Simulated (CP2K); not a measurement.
Consider 3-methoxyfuran at its PBE geometry (Å).

```xyz
13

C     2.1260    0.2933    0.2071
O     1.2509   -0.8248    0.0024
C    -0.0765   -0.5155   -0.0692
C    -0.7199    0.7664    0.0083
C    -2.0590    0.5130   -0.1160
O    -2.2869   -0.8265   -0.2636
C    -1.0627   -1.4552   -0.2340
H     3.1378   -0.1222    0.2576
H     2.0617    1.0079   -0.6291
H     1.8924    0.8104    1.1510
H    -0.2615    1.7395    0.1386
H    -2.9386    1.1454   -0.1209
H    -1.0639   -2.5318   -0.3321
```

Method: CP2K XAS_TDP, all-electron GAPW, PBEh(45%), aug-cc-pVDZ, TDA, no relativity.

**Question.** Where do the O K-edge lines lie, and how strong are they?

Leading lines: O2 531.83 eV and O6 530.71 eV. The leading line of an atom is its first one with 35 % of the strongest within 2.5 eV of its lowest line over the strength cut. 

The first six lines of each atom with a strength over 0.0015:

```csv
atom,energy (eV),states,"strength, one atom"
O2 (bonded to 2 C),531.83,1,0.0182
,532.20,1,0.0040
,532.31,1,0.0022
,533.21,1,0.0025
,533.28,1,0.0061
,533.65,1,0.0128
O6 (bonded to 2 C),530.71,1,0.0278
,533.93,1,0.0082
,534.04,1,0.0044
,534.12,1,0.0028
,534.59,1,0.0128
,534.99,1,0.0244
```

Lines are vertical, at one geometry, with no vibrational structure. Without a correction of the core level, line positions, and the gaps between valence and Rydberg lines, follow the share of exact exchange. At this level such K lines come out 3 to 6 eV under measured ones. These values hold no scalar relativity, about 0.4 eV for O 1s. Rydberg lines, and the discretised continuum above threshold, depend on the basis and the box.

[Banner, clock and machine lines of the logs are left out without a mark of their own.]

[Logs are printed without paths, hosts, clocks, repeated set-up lines and the standing remarks that a program may print on its own settings, such as how far it seeks lower states.]

[Hosts, paths, dates, database ids (printed as entryN), source tags and the programs' standing remarks are cut or masked in the printed files.]
